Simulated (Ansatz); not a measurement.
# r2SCAN work function of a third face of Au from its PBE value

PBE and r2SCAN are run on the same slabs. If the two track each other from face to face, two faces calibrate the third.

**Method.** Ansatz 0.2.0, plane waves with PAW datasets (its set soft_2) at their recommended cutoffs; symmetric slabs of 7 layers cut at the tabulated experimental lattice constant, atoms at bulk places, 18 Å of vacuum, k-spacing 0.16 Å⁻¹ (2π included), Fermi-Dirac smearing of 0.1 eV, SCF threshold 1e-9 eV. The work function is the vacuum level less the Fermi level.

```tsv
run	PBE (eV)	r2SCAN (eV)
Au(110)	4.944	4.951
Au(100)	5.072	?
Au(111)	5.164	5.182
```

Q: Estimate the withheld value from the rows shown.

Two rows fix a line: slope = (5.182 − 4.951) / (5.164 − 4.944) = 1.0500, intercept −0.2402. At 5.072 it gives 1.0500 × 5.072 + (−0.2402) = 5.085 eV. Rounding of the rows alone allows about ±0.001 eV there; two rows can't show whether the line holds.

The run itself gives 5.092 eV: a miss of +0.007 eV. The plain offset, r2SCAN less PBE, runs from +0.007 to +0.020 eV over the three faces.

**Limits.** Unrelaxed, unreconstructed faces at one geometry; neither value is a test against experiment.

[Logs are printed without paths, hosts, clocks, repeated set-up lines and the standing remarks that a program may print on its own settings, such as how far it seeks lower states.]
